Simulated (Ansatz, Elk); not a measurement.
**TiZn6Cd: X-ray structure factors from the self-consistent density**

Structure refinements treat a crystal as free atoms side by side. For a made-up structure of TiZn6Cd (cell and positions from a PBEsol relaxation) the runs below show what the calculated density changes in F(hkl).

Calculated with Elk 11.2.3 (patched build); DFT, PBE, all-electron APW+lo, Dirac cores, scalar-relativistic bands, static density, no spin.

This account leaves out most program logs.

The structure was built from a prototype and need not be the compound's stable phase.

### 1. Starting point

It takes space group P4/mmm (No. 123, tetragonal). The conventional cell has a = 5.540 Å, b = 5.540 Å, c = 3.927 Å, α = 90.00°, β = 90.00°, γ = 90.00°. Nearest to Cd lie 12 Zn at 2.77 to 2.84 Å. Nearest to Zn lie 8 Zn at 2.64 to 2.90 Å and 2 Ti at 2.71 Å and 2 Cd at 2.84 Å. Nearest to Zn lie 2 Ti at 2.77 Å and 2 Cd at 2.77 Å and 8 Zn at 2.77 Å. Ti has 12 Zn at 2.71 to 2.77 Å nearest. Farther neighbours are not listed.

### 2. Ground state and structure factors

An all-electron density is needed, since X-rays see the cores too. Task 0 finds the density and task 195 Fourier-transforms it; tshift is off so that phases refer to the origin typed.

Contents of elk.in:

```
tasks
  0
  195

xctype
  20

spinpol
  .false.

rgkmax
  7.0

gmaxvr
  14.0

lmaxo
  7

lmaxapw
  8

swidth
  0.002

tshift
  .false.

ramdisk
  .false.

hmaxvr
  5.5

maxscl
  120

epspot
  1e-06

sppath
  './'

avec
  10.46967282351 -0.00000000000 0.00000000000
  -0.00000000000 10.46967282351 0.00000000000
  0.00000000000 0.00000000000 7.42023979421

atoms
  3
  'Cd.in'
  1
  -0.0000000000 -0.0000000000 0.5000000000   0.000000 0.000000 0.000000
  'Zn.in'
  6
  0.7383134003 0.7383134003 0.0000000000   0.000000 0.000000 0.000000
  0.2616865997 0.2616865997 0.0000000000   0.000000 0.000000 0.000000
  0.7383134003 0.2616865997 0.0000000000   0.000000 0.000000 0.000000
  0.2616865997 0.7383134003 0.0000000000   0.000000 0.000000 0.000000
  -0.0000000000 0.5000000000 0.5000000000   0.000000 0.000000 0.000000
  0.5000000000 -0.0000000000 0.5000000000   0.000000 0.000000 0.000000
  'Ti.in'
  1
  0.5000000000 0.5000000000 0.5000000000   0.000000 0.000000 0.000000

ngridk
  4 4 6
```

Launch:

```console
OMP_NUM_THREADS=4 elk
```

Run time: 95 s. Hardware: 4 threads of Arm Neoverse V1, shared host; peak memory 0.37 GiB; 5 min of CPU time.

SFACRHO.OUT:

```text

h k l indices transformed by vhmat matrix:
   1.000000000       0.000000000       0.000000000    
   0.000000000       1.000000000       0.000000000    
   0.000000000       0.000000000       1.000000000    

      h      k      l  multipl.   |H|            Re(F)            Im(F)           |F|

      0      0      0      1   0.0000000       250.00000      0.13500363E-16   250.00000    
      0      1      0      4  0.60013196       16.880634      0.54494227E-14   16.880634    
      0      0      1      2  0.84676311      -8.0165141      0.13618907E-13   8.0165141    
      1     -1      0      4  0.84871476       8.4934840     -0.37734188E-14   8.4934840    
      0     -1     -1      8   1.0378661      -31.596233      0.15850228E-14   31.596233    
     -1     -1      1      8   1.1988847      -6.2340896      0.81885973E-14   6.2340896    
      2      0      0      4   1.2002639       7.8415878     -0.52295522E-13   7.8415878    
     -2      1      0      8   1.3419359       29.937274      0.68278347E-14   29.937274    
      2      0     -1      8   1.4688912      -191.68826     -0.44007312E-13   191.68826    
      1     -2     -1     16   1.5867576      -15.149093     -0.16946908E-13   15.149093    
      0      0     -2      2   1.6935262       182.48190      0.23193379E-13   182.48190    
     -2     -2      0      4   1.6974295       180.38068     -0.50279570E-13   180.38068    
      1      0     -2      8   1.7967163       14.496035      0.94214775E-14   14.496035    
      0      3      0      4   1.8003959       39.592318      0.18723739E-13   39.592318    
     -1     -1      2      8   1.8942935       5.9157715      0.90509648E-15   5.9157715    
      2     -2     -1      8   1.8969119      -7.2056433     -0.18868324E-13   7.2056433    
     -1     -3      0      8   1.8977839       4.1035238      0.65361423E-14   4.1035238    
      0     -3      1      8   1.9895811      -2.0122998      0.79961417E-14   2.0122998
```

Elk indexes on the primitive cell of elk.in and gives |H| = 4π sin θ/λ in inverse bohr. Below, one row stands for each form hkl of the conventional cell (m members, Friedel mates merged), F is for one primitive cell and the density is static (no thermal factor). Free-atom factors are Waasmaier and Kirfel's, and R is Σm||F|−|F'||/Σm|F|.

```tsv
hkl	m	sin θ/λ (Å⁻¹)	abs F, DFT	neutral atoms	diff.
100	4	0.090	16.881	17.245	-0.364
001	2	0.127	8.017	7.765	+0.252
110	4	0.128	8.493	8.339	+0.155
101	8	0.156	31.596	31.725	-0.129
111	8	0.180	6.234	6.233	+0.001
200	4	0.180	7.842	7.843	-0.002
210	8	0.202	29.937	29.861	+0.076
201	8	0.221	191.688	193.249	-1.561
211	16	0.239	15.149	15.116	+0.033
002	2	0.255	182.482	184.100	-1.618
220	4	0.255	180.381	182.015	-1.634
102	8	0.270	14.496	14.476	+0.020
300	4	0.271	39.592	39.863	-0.270
112	8	0.285	5.916	5.606	+0.310
```

### 3. The highest occupied states alone

An energy window below the Fermi level keeps the highest occupied states, to see at which angles they scatter; shallow core shells can lie inside it and anion s states outside. No new self-consistency is needed.

Edit elk.in of step 2 so:

```diff
@@ -1,3 +1,2 @@
 tasks
-  0
   195
@@ -40,2 +39,5 @@
 
+wsfac
+  -0.101500 0.566000
+
 sppath
```

Launch:

```console
OMP_NUM_THREADS=4 elk
```

The job ended after 22 s (4 threads; peak memory 0.21 GiB; 28 s of CPU time).

States within 10 eV below the Fermi level hold 87.98 electrons; any levels below the window count with the cores. Their amplitudes can exceed the total, where window and core parts have opposite phase:

```tsv
hkl	sin θ/λ (Å⁻¹)	abs F, window	abs F, all
100	0.090	4.013	16.881
001	0.127	8.628	8.017
110	0.128	8.521	8.493
101	0.156	8.505	31.596
111	0.180	8.910	6.234
200	0.180	8.384	7.842
210	0.202	7.106	29.937
201	0.221	47.113	191.688
211	0.239	1.887	15.149
002	0.255	41.845	182.482
```

### 4. Another functional

The difference from free atoms is small, so it is set against the change that LDA (Perdew-Wang) makes.

Edit elk.in of step 3 so:

```diff
@@ -1,2 +1,3 @@
 tasks
+  0
   195
@@ -4,3 +5,3 @@
 xctype
-  20
+  3
 
@@ -39,5 +40,2 @@
 
-wsfac
-  -0.101500 0.566000
-
 sppath
```

Launch:

```console
OMP_NUM_THREADS=4 elk
```

Elapsed: 50 s, on 4 threads; peak memory 0.2 GiB.

Against the first run R = 0.05 %; the largest change is -0.138 at 400.

### 5. Basis size

A smaller basis shows how fast F responds to it; the change is likely larger than the basis error of the first run, but doesn't show convergence.

Edit elk.in of step 4 so:

```diff
@@ -5,3 +5,3 @@
 xctype
-  3
+  20
 
@@ -11,3 +11,3 @@
 rgkmax
-  7.0
+  5.5
```

Launch:

```console
OMP_NUM_THREADS=4 elk
```

Run time: 76 s. Hardware: 4 threads; peak memory 0.35 GiB; 3.9 min of CPU time.

Against the first run R = 0.04 %; the largest change is +0.176 at 222.

### 6. Settings against the effect

```tsv
run	R against the first run (%)	R against neutral atoms, low angle (%)	wall time
PBE, rgkmax 7	0.00	0.90	95 s
LDA (Perdew-Wang)	0.05	0.90	50 s
rgkmax 5.5	0.04	0.91	76 s
```

### 7. Results

* R against neutral atoms, sin θ/λ < 0.3 Å⁻¹: 0.90 %
* R against neutral atoms, 0.3 to 0.74 Å⁻¹: 0.31 %

Independent neutral atoms miss the calculated amplitudes by R = 0.90 % below 0.3 Å⁻¹ and 0.31 % from there to 0.74 Å⁻¹; by shells, 2.19 % below 0.15 Å⁻¹ (3 forms), 0.86 % 0.15 to 0.3 (14 forms), 0.39 % 0.3 to 0.45 (23 forms), 0.28 % above 0.45 (109 forms). Bonding, aspherical density and the tables' own atoms all enter these figures, and the runs don't part them. The largest change of an amplitude is -1.63 electrons, at 220. The window's part falls from 88.0 electrons at the origin to at most 15.02 between 0.45 and 0.74 Å⁻¹, where compact states inside the window still scatter. Below 0.3 Å⁻¹ the changes that finished (LDA (Perdew-Wang) and rgkmax 5.5) move F by R = 0.05 % at most, against the 0.90 % that separates it from free atoms. The k-mesh has no finished test. These runs have no spin, though d or f shells may be open. Part of the difference isn't bonding: the tables are fits to free atoms and ions calculated by other methods than this functional. Thermal motion, anomalous dispersion and extinction are left out.

[Logs are printed without paths, hosts, clocks, repeated set-up lines and the standing remarks that a program may print on its own settings, such as how far it seeks lower states.]

[Hosts, paths, dates, database ids (printed as entryN), source tags and the programs' standing remarks are cut or masked in the printed files.]
